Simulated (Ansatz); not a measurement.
# Cs3Li2Cl5 (Imm2), nudged elastic band: H transfer from Cl to Cl (q = +1)

Aim: the barrier of one jump in Cs3Li2Cl5 (Imm2) at charge +1: H transfer from Cl to Cl. The model is a cell of 60 host atoms with 1 H put in; H is the atom that moves.

Program: Ansatz 0.2.0. Level of theory: plane-wave PAW DFT, PBEsol; nudged elastic band between two relaxed defect structures at fixed charge in a uniform background. Results are calculated unless marked as measured.

Report form: the programs' logs are mostly left out.

## 1. The structure

The cell holds 61 atoms: 18 Cs, 12 Li, 30 Cl and 1 H. Cell: a = 12.405 Å, b = 11.479 Å, c = 12.396 Å, α = 103.4°, β = 99.6°, γ = 90.0°. It derives from Cs3Li2Cl5 (space group Imm2). Nearest the centre at fractional (0.498, 0.400, 0.494): Cl28 at 0.18 Å, H61 at 1.28 Å, Li45 at 2.29 Å, Li25 at 2.32 Å, Li34 at 2.47 Å, Li24 at 3.46 Å, Cl46 at 3.50 Å, Cl26 at 3.51 Å. The cell carries charge +1.

The cell's shortest repeat is 11.5 Å.

## 2. Relaxation of the start point, charge +1

A barrier is counted from a minimum, so both ends are relaxed first. Small random displacements break the symmetry of the ideal sites, so that the defect can distort if it gains by it. The charge of +1 is set by the electron count, and a uniform background keeps the cell neutral.

Input file qp1_c60k1s.start/input.yaml:

```yaml
crystal:
  lattice:
    - [-7.26281086, 0.0, 10.05667359]
    - [-9.30598675, 0.0, -6.72045129]
    - [3.53696516, -11.88043227, 0.00400056]
  atoms:
    - { symbol: Cs, position: [0.2069849, 0.17983681, 0.75369014] }
    - { symbol: Cs, position: [0.28908819, 0.30299174, 0.24630986] }
    - { symbol: Cs, position: [0.24802297, 0.49281143, 0.0] }
    - { symbol: Li, position: [0.15332259, 0.08940981, 0.43173475] }
    - { symbol: Li, position: [0.00941101, 0.37354243, 0.56826525] }
    - { symbol: Cl, position: [0.00138212, 0.16113756, 0.52008515] }
    - { symbol: Cl, position: [0.12086148, 0.0546973, 0.23701797] }
    - { symbol: Cl, position: [0.16135374, 0.40109498, 0.47991485] }
[... 49 atom lines left out ...]
    - { symbol: Cl, position: [0.82802041, 0.90109498, 0.47991485] }
    - { symbol: Cl, position: [0.70852215, 0.93618832, 0.76298203] }
    - { symbol: Cl, position: [0.74801652, 0.74349211, 0.0] }
    - { symbol: H, position: [0.438142, 0.309626, 0.494221] }
total_charge: 1
basis:
  ecutwfc: 420
  xc_grid: 2
hamiltonian:
  xc: pbesol
kpoints:
  mp_grid: { grid: [1, 1, 1], shift: [0.25, 0.25, 0.25] }
scf:
  occupations: { method: fixed }
  max_iter: 150
output:
  forces: true
relax:
  f_tol: 0.02
  max_steps: 70
  random_displacement: { amplitude: 0.03, seed: 9116 }
```

Command:

```
> ansatz run input.yaml --threads 4 --pin off --max-ram 14131MiB --backend cpu --events-out ev --progress --plain --runs-dir out
```

It took 2.4 min on 4 threads of Arm Neoverse V1, shared host; peak memory 2.3 GiB.

Relaxation path:

| step | energy less that of the first step (eV) | largest force component (eV/Å) |
| --- | --- | --- |
| 1 | 0.0000 | 1.4019 |
| 2 | -0.8147 | 0.7449 |
| 3 | -1.1587 | 0.6322 |
| 4 | -1.2311 | 0.8704 |
| 5 | -1.3027 | 0.3810 |
| 6 | -1.3539 | 0.1885 |
| 7 | -1.4041 | 0.0917 |
| 8 | -1.4098 | 0.1301 |
| 9 | -1.4146 | 0.0194 |
| 10 | -1.4146 | 0.0194 |

The atoms that moved most (Å, from the sites as typed, ahead of the random displacement, the mean shift of all atoms taken out):

| atom | dx | dy | dz | length |
| --- | --- | --- | --- | --- |
| Li25 | -0.641 | -0.121 | -0.680 | 0.943 |
| Li34 | -0.513 | 0.010 | -0.382 | 0.639 |
| H61 | 0.589 | -0.041 | 0.095 | 0.598 |
| Li24 | 0.127 | 0.110 | 0.384 | 0.419 |
| Cl38 | 0.255 | 0.102 | 0.176 | 0.326 |
| Cl28 | 0.313 | -0.062 | -0.001 | 0.319 |
| Cl26 | -0.122 | 0.114 | 0.251 | 0.301 |
| Cl36 | 0.175 | -0.121 | 0.063 | 0.222 |

Neighbours of H61 at the end:

| atom | distance (Å) |
| --- | --- |
| Cl26 | 1.526 |
| Cl28 | 1.601 |
| Li25 | 2.522 |
| Li24 | 2.630 |
| Cl46 | 3.343 |
| Li45 | 3.415 |
| Cl8 | 3.487 |
| Cs2 | 3.514 |
| Cl29 | 3.560 |

Among the atoms that came to bonding distance: Cl26–H61 1.53 Å (from 2.25).

Numbers from this step:

```yaml
free_energy: -134938.9190 eV
r_m_s_move_of_the_farther_half_of_the_atoms: 0.05961 Å
largest_move_from_the_ideal_geometry_of_this_structure_a_common_shift_of_the_far_atoms_taken_out: 0.9372 Å
```

The relaxation gained 1.415 eV and ended with a largest force component of 0.019 eV/Å.

## 3. Relaxation of the end point, charge +1

The end point is relaxed in the same cell and settings, so that the two energies compare. Atoms more than 3.2 Å from the middle of the hop start where the first relaxation left them, the nearer ones on or close to their ideal places, with small random displacements.

Input file qp1_c60k1s.end/input.yaml:

```yaml
crystal:
  lattice:
    - [-7.26281086, 0.0, 10.05667359]
    - [-9.30598675, 0.0, -6.72045129]
    - [3.53696516, -11.88043227, 0.00400056]
  atoms:
    - { symbol: Cs, position: [0.20776133, 0.18322674, 0.7539415] }
    - { symbol: Cs, position: [0.28554439, 0.30458875, 0.23707722] }
[... 19 atom lines left out ...]
    - { symbol: Cs, position: [0.62184545, 0.30467846, 0.24725866] }
[... 2 atom lines left out ...]
    - { symbol: Li, position: [0.34274434, 0.37354243, 0.56826525] }
    - { symbol: Cl, position: [0.35466368, 0.15324425, 0.5114898] }
[... 1 atom line left out ...]
    - { symbol: Cl, position: [0.49468707, 0.40109498, 0.47991485] }
[... 5 atom lines left out ...]
    - { symbol: Li, position: [0.48665592, 0.58940981, 0.43173475] }
[... 1 atom line left out ...]
    - { symbol: Cl, position: [0.3316893, 0.64676341, 0.53126418] }
[... 8 atom lines left out ...]
    - { symbol: Li, position: [0.67607767, 0.37354243, 0.56826525] }
    - { symbol: Cl, position: [0.66717665, 0.15387905, 0.52335131] }
[... 2 atom lines left out ...]
    - { symbol: Cl, position: [0.70724365, 0.43474837, 0.76455417] }
[... 6 atom lines left out ...]
    - { symbol: Cl, position: [0.66519471, 0.64457344, 0.52732413] }
[... 4 atom lines left out ...]
    - { symbol: H, position: [0.558399, 0.490012, 0.494221] }
total_charge: 1
basis:
  ecutwfc: 420
  xc_grid: 2
hamiltonian:
  xc: pbesol
kpoints:
  mp_grid: { grid: [1, 1, 1], shift: [0.25, 0.25, 0.25] }
scf:
  occupations: { method: fixed }
  max_iter: 150
output:
  forces: true
relax:
  f_tol: 0.02
  max_steps: 70
  random_displacement: { amplitude: 0.01, seed: 9116 }
```

The job ended after 2.7 min (4 threads; peak memory 2.3 GiB).

The steps of the relaxation:

| step | energy less that of the first step (eV) | largest force component (eV/Å) |
| --- | --- | --- |
| 1 | 0.0000 | 3.0356 |
| 2 | -0.8476 | 1.7469 |
| 3 | -1.1892 | 0.5097 |
| 4 | -1.3001 | 0.8377 |
| 5 | -1.3962 | 0.1798 |
| 6 | -1.4151 | 0.0963 |
| 7 | -1.4236 | 0.1822 |
| 8 | -1.4463 | 0.0705 |
| 9 | -1.4580 | 0.0888 |
| 10 | -1.4438 | 0.2153 |
| 11 | -1.4609 | 0.0079 |

Relaxation step 10 was tried and not accepted.

The atoms that moved most (Å, from the sites as typed, ahead of the random displacement):

| atom | dx | dy | dz | length |
| --- | --- | --- | --- | --- |
| Li34 | -0.598 | 0.113 | -0.665 | 0.902 |
| Li55 | -0.589 | 0.011 | -0.511 | 0.780 |
| Li45 | 0.167 | -0.119 | 0.399 | 0.449 |
| H61 | -0.374 | -0.097 | 0.108 | 0.401 |
| Li24 | 0.000 | -0.057 | -0.334 | 0.338 |
| Cl28 | -0.086 | -0.129 | 0.267 | 0.309 |
| Cl46 | 0.206 | -0.064 | 0.153 | 0.264 |
| Cl26 | 0.012 | -0.081 | -0.212 | 0.227 |

Neighbours of H61 at the end:

| atom | distance (Å) |
| --- | --- |
| Cl28 | 1.538 |
| Cl56 | 1.586 |
| Li34 | 2.512 |
| Li45 | 2.641 |
| Cl48 | 3.341 |
| Li54 | 3.409 |
| Cl36 | 3.492 |
| Cs31 | 3.503 |
| Cl37 | 3.553 |

Among the atoms that came to bonding distance: Cl56–H61 1.59 Å (from 2.13).

Read from the output:

| Item | Value |
| --- | --- |
| free energy | -134938.9209 eV |
| r.m.s. move of the farther half of the atoms | 0.08128 Å |
| largest move from the ideal geometry of this structure, a common shift of the far atoms taken out | 0.9353 Å |

The relaxation gained 1.461 eV and ended with a largest force component of 0.0079 eV/Å. The end lies 0.002 eV below the start.

## 4. Nudged elastic band, charge +1

3 movable images are laid between the ends on a pair-potential path, which keeps atoms from colliding in the first guess. Each image feels the true force across the path and a spring force along it. The highest image is set to climb to the top of the path.

This step: plane-wave PAW DFT, PBEsol; nudged elastic band between two relaxed defect structures at fixed charge in a uniform background.

Input file qp1_c60k1s.neb/input.yaml:

```yaml
crystal:
  lattice:
    - [-7.26281086, 0.0, 10.05667359]
    - [-9.30598675, 0.0, -6.72045129]
    - [3.53696516, -11.88043227, 0.00400056]
  atoms:
    - { symbol: Cs, position: [0.20861935, 0.18445701, 0.75309513] }
    - { symbol: Cs, position: [0.28640241, 0.30581902, 0.23623085] }
    - { symbol: Cs, position: [0.24795786, 0.49545531, -0.0011747] }
    - { symbol: Li, position: [0.14484463, 0.09449353, 0.4267606] }
    - { symbol: Li, position: [0.00824653, 0.37062279, 0.56817796] }
    - { symbol: Cl, position: [-0.00035515, 0.15679172, 0.52306984] }
    - { symbol: Cl, position: [0.12173198, 0.05818496, 0.2355652] }
    - { symbol: Cl, position: [0.16027875, 0.38751682, 0.47328338] }
    - { symbol: Cl, position: [0.04353044, 0.43746553, 0.7617351] }
    - { symbol: Cl, position: [0.08268788, 0.24514973, -0.00250143] }
    - { symbol: Cs, position: [0.20270521, 0.69203217, 0.76603686] }
    - { symbol: Cs, position: [0.28383001, 0.80619195, 0.23587496] }
    - { symbol: Cs, position: [0.24917955, 0.99855551, -0.00144928] }
    - { symbol: Li, position: [0.14681824, 0.58068049, 0.42897351] }
    - { symbol: Li, position: [0.01180912, 0.875669, 0.56735075] }
    - { symbol: Cl, position: [0.00479904, 0.66128457, 0.52197477] }
    - { symbol: Cl, position: [0.12237219, 0.55559335, 0.23740845] }
    - { symbol: Cl, position: [0.16971437, 0.90968297, 0.48198296] }
    - { symbol: Cl, position: [0.04317482, 0.93917773, 0.76178873] }
    - { symbol: Cl, position: [0.08046332, 0.74638365, 0.0010466] }
    - { symbol: Cs, position: [0.54586985, 0.1851485, 0.76238094] }
    - { symbol: Cs, position: [0.62270346, 0.30590873, 0.24641229] }
    - { symbol: Cs, position: [0.5814145, 0.49409987, 0.00160311] }
    - { symbol: Li, position: [0.50448321, 0.0584896, 0.42267407] }
    - { symbol: Li, position: [0.33053113, 0.45599244, 0.57859197] }
    - { symbol: Cl, position: [0.35552169, 0.15447452, 0.51064343] }
    - { symbol: Cl, position: [0.45703484, 0.05300903, 0.23648002] }
    - { symbol: Cl, position: [0.48097766, 0.38028688, 0.48531526] }
    - { symbol: Cl, position: [0.37334051, 0.44367102, 0.76098218] }
    - { symbol: Cl, position: [0.41571738, 0.24714671, -0.00065636] }
    - { symbol: Cs, position: [0.54651854, 0.68742021, 0.7665664] }
    - { symbol: Cs, position: [0.62668272, 0.80029423, 0.23551009] }
    - { symbol: Cs, position: [0.58345121, 0.99667378, 0.00149845] }
    - { symbol: Li, position: [0.48602522, 0.64480027, 0.43103239] }
    - { symbol: Li, position: [0.34090685, 0.8646651, 0.57176855] }
    - { symbol: Cl, position: [0.33254731, 0.64799367, 0.53041782] }
    - { symbol: Cl, position: [0.45344126, 0.55945703, 0.24211365] }
    - { symbol: Cl, position: [0.4930112, 0.8719318, 0.47151834] }
    - { symbol: Cl, position: [0.37795717, 0.93907399, 0.76204633] }
    - { symbol: Cl, position: [0.41502121, 0.74683828, 0.00077228] }
    - { symbol: Cs, position: [0.87553983, 0.18041681, 0.75738819] }
    - { symbol: Cs, position: [0.95240968, 0.30240046, 0.2411553] }
    - { symbol: Cs, position: [0.91541663, 0.49342947, -1.017e-05] }
    - { symbol: Li, position: [0.81961747, 0.08379172, 0.43198078] }
    - { symbol: Li, position: [0.68321828, 0.36977416, 0.57183509] }
    - { symbol: Cl, position: [0.66803466, 0.15510932, 0.52250495] }
    - { symbol: Cl, position: [0.78780618, 0.05453855, 0.23826168] }
    - { symbol: Cl, position: [0.82868726, 0.39683626, 0.4779214] }
    - { symbol: Cl, position: [0.70810166, 0.43597863, 0.76370781] }
    - { symbol: Cl, position: [0.74775893, 0.24495375, 0.00134524] }
    - { symbol: Cs, position: [0.8757899, 0.67962317, 0.75565704] }
    - { symbol: Cs, position: [0.95714704, 0.80238562, 0.24627351] }
    - { symbol: Cs, position: [0.91517489, 0.99321135, -0.00054251] }
    - { symbol: Li, position: [0.82173495, 0.58852503, 0.43303015] }
    - { symbol: Li, position: [0.68133931, 0.8607876, 0.56941911] }
    - { symbol: Cl, position: [0.66605272, 0.6458037, 0.52647777] }
    - { symbol: Cl, position: [0.78793772, 0.55501142, 0.23847306] }
    - { symbol: Cl, position: [0.8263696, 0.89201682, 0.4765447] }
    - { symbol: Cl, position: [0.70838681, 0.93534233, 0.76138886] }
    - { symbol: Cl, position: [0.7507623, 0.74417329, 0.000608] }
    - { symbol: H, position: [0.4174467, 0.26399042, 0.49783015] }
total_charge: 1
basis:
  ecutwfc: 420
  xc_grid: 2
hamiltonian:
  xc: pbesol
kpoints:
  mp_grid: { grid: [1, 1, 1], shift: [0.25, 0.25, 0.25] }
scf:
  occupations: { method: fixed }
  max_iter: 150
output:
  forces: true
neb:
  images: 3
  f_tol: 0.04
  climbing: true
  initial_path: idpp
  max_iterations: 45
  order_check: false
  final_atoms:
    - { symbol: Cs, position: [0.20884799, 0.1819109, 0.7539675] }
    - { symbol: Cs, position: [0.29141762, 0.30846247, 0.24741705] }
[... 19 atom lines left out ...]
    - { symbol: Cs, position: [0.62545736, 0.30605603, 0.24005651] }
[... 2 atom lines left out ...]
    - { symbol: Li, position: [0.33683491, 0.38223669, 0.57352206] }
    - { symbol: Cl, position: [0.34257539, 0.1697237, 0.51833247] }
[... 1 atom line left out ...]
    - { symbol: Cl, position: [0.51920321, 0.40105716, 0.49076292] }
    - { symbol: Cl, position: [0.37671879, 0.4411745, 0.76498168] }
[... 4 atom lines left out ...]
    - { symbol: Li, position: [0.47102752, 0.66801321, 0.42221659] }
[... 1 atom line left out ...]
    - { symbol: Cl, position: [0.33592017, 0.6528128, 0.52741909] }
[... 8 atom lines left out ...]
    - { symbol: Li, position: [0.69712831, 0.34868393, 0.57833607] }
    - { symbol: Cl, position: [0.66956147, 0.13765376, 0.52874085] }
[... 9 atom lines left out ...]
    - { symbol: Cl, position: [0.65317728, 0.63874825, 0.51458298] }
[... 4 atom lines left out ...]
    - { symbol: H, position: [0.58566064, 0.51771287, 0.50237468] }
```

The job ended after 26 min (4 threads; peak memory 6.5 GiB; 79 min of CPU time).

Images along the path:

| image | path (Å) | energy (eV) | H61: x, y, z (Å) |
| --- | --- | --- | --- |
| 0 | 0.000 | 0.0000 | -3.728, -5.914, 2.426 |
| 1 | 1.152 | 0.1493 | -4.266, -6.081, 2.499 |
| 2 | 2.304 | 0.4132 | -4.769, -6.854, 2.344 |
| 3 | 4.866 | 0.2831 | -6.370, -7.565, 3.072 |
| 4 | 7.429 | -0.0019 | -7.294, -5.968, 2.413 |

Numbers from this step:

```
free energy      : -134938.5057 eV
barrier forward  : 0.4132 eV
barrier backward : 0.4152 eV
end less start   : -0.001947 eV
hop length       : 3.567 Å
```

Track of the atom that was set to move:

| image | x (Å) | y (Å) | z (Å) | nearest neighbour | distance (Å) |
| --- | --- | --- | --- | --- | --- |
| 0 | -3.728 | -5.914 | 2.426 | Cl | 1.526 |
| 1 | -4.266 | -6.081 | 2.499 | Cl | 1.4 |
| 2 | -4.769 | -6.854 | 2.344 | Cl | 1.319 |
| 3 | -6.37 | -7.565 | 3.072 | Cl | 1.402 |
| 4 | -7.294 | -5.968 | 2.413 | Cl | 1.538 |

The band met its tolerance of 0.04 eV/Å after 23 iterations, with image 2 on top (the start counts as 0). H61, which moves farthest between the ends, has 2 Cl at 1.53 to 1.60 Å nearest at the start and 1 Cl at 1.32 Å at the top. In at least one step between neighbouring images a covalent bond changes partner or an atom goes far. The images sample such a step coarsely, so the top may lie higher.

[end of part 1 of 2]

[Logs are printed without paths, hosts, clocks, repeated set-up lines and the standing remarks that a program may print on its own settings, such as how far it seeks lower states.]

[Hosts, paths, dates, database ids (printed as entryN), source tags and the programs' standing remarks are cut or masked in the printed files.]
